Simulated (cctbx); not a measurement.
# Resonant diffraction in LaSbPb2S6

Space group Pn-3 (no. 201, origin choice 1), a = 9.9810 Å, b = 9.9810 Å, c = 9.9810 Å, α = 90.00°, β = 90.00°, γ = 90.00°.

| atom | mult. | x | y | z | Ueq (Å²) |
| --- | --- | --- | --- | --- | --- |
| Pb1 | 6 | 0 | 1/2 | 1/2 | 0.0039 |
| Pb2 | 2 | 0 | 0 | 0 | 0.0038 |
| La1 | 4 | 1/4 | 1/4 | 3/4 | 0.0043 |
| Sb1 | 4 | 3/4 | 3/4 | 1/4 | 0.0054 |
| S1 | 24 | 0.0227 | 0.7145 | 0.7901 | 0.0077 |

The model was made for the exercise: a known structure type with other elements put in, its volume estimated, not relaxed; displacement parameters are assumed.

Calculated with cctbx: free-atom f′ and f″ from the Sasaki tables, no fine structure; amplitudes in electrons.

| E (eV) | F 1 1 1 | F 1 3 0 | F 2 2 2 | F 2 2 1 |
| --- | --- | --- | --- | --- |
| 12435 | 28.6 | 98.3 | 359.8 | 1.4 |
| 12785 | 28.4 | 98.2 | 346.5 | 1.4 |
| 12915 | 28.3 | 98.2 | 335.5 | 1.4 |
| 12975 | 28.3 | 98.1 | 325.0 | 1.4 |
| 13005 | 28.3 | 98.1 | 314.6 | 1.4 |
| 13020 | 28.3 | 98.1 | 304.3 | 1.4 |
| 13027 | 28.3 | 98.1 | 295.4 | 1.4 |
| 13031 | 28.3 | 98.1 | 286.2 | 1.4 |
| 13039 | 28.3 | 98.1 | 283.7 | 1.4 |
| 13043 | 28.3 | 98.1 | 297.0 | 1.4 |
| 13050 | 28.3 | 98.1 | 307.7 | 1.4 |
| 13065 | 28.3 | 98.1 | 319.0 | 1.4 |
| 13095 | 28.2 | 98.1 | 330.0 | 1.4 |
| 13185 | 28.2 | 98.1 | 344.3 | 1.4 |
| 13435 | 28.1 | 98.1 | 359.0 | 1.4 |

**Question.** Which edge is crossed, and why do the reflections move as they do?

The L3 edge of Pb. The edge is at 13035 eV. f′ of Pb falls from -12.2 e at 12915 eV to -18.4 e at 4 eV below it, and f″ steps from 3.94 to 10.12 e across it. Over that approach |F| changes by +0 % (1 1 1), -0 % (1 3 0), -15 % (2 2 2) and +0 % (2 2 1): a reflection falls where Pb scatters in phase with the total and rises where it scatters against it; it hardly moves where the Pb term is small or cancels by symmetry. Above the edge the larger f″ enters the imaginary part, where it can add to or cancel the other atoms' f″. The structure is centrosymmetric, so Friedel mates stay equal.
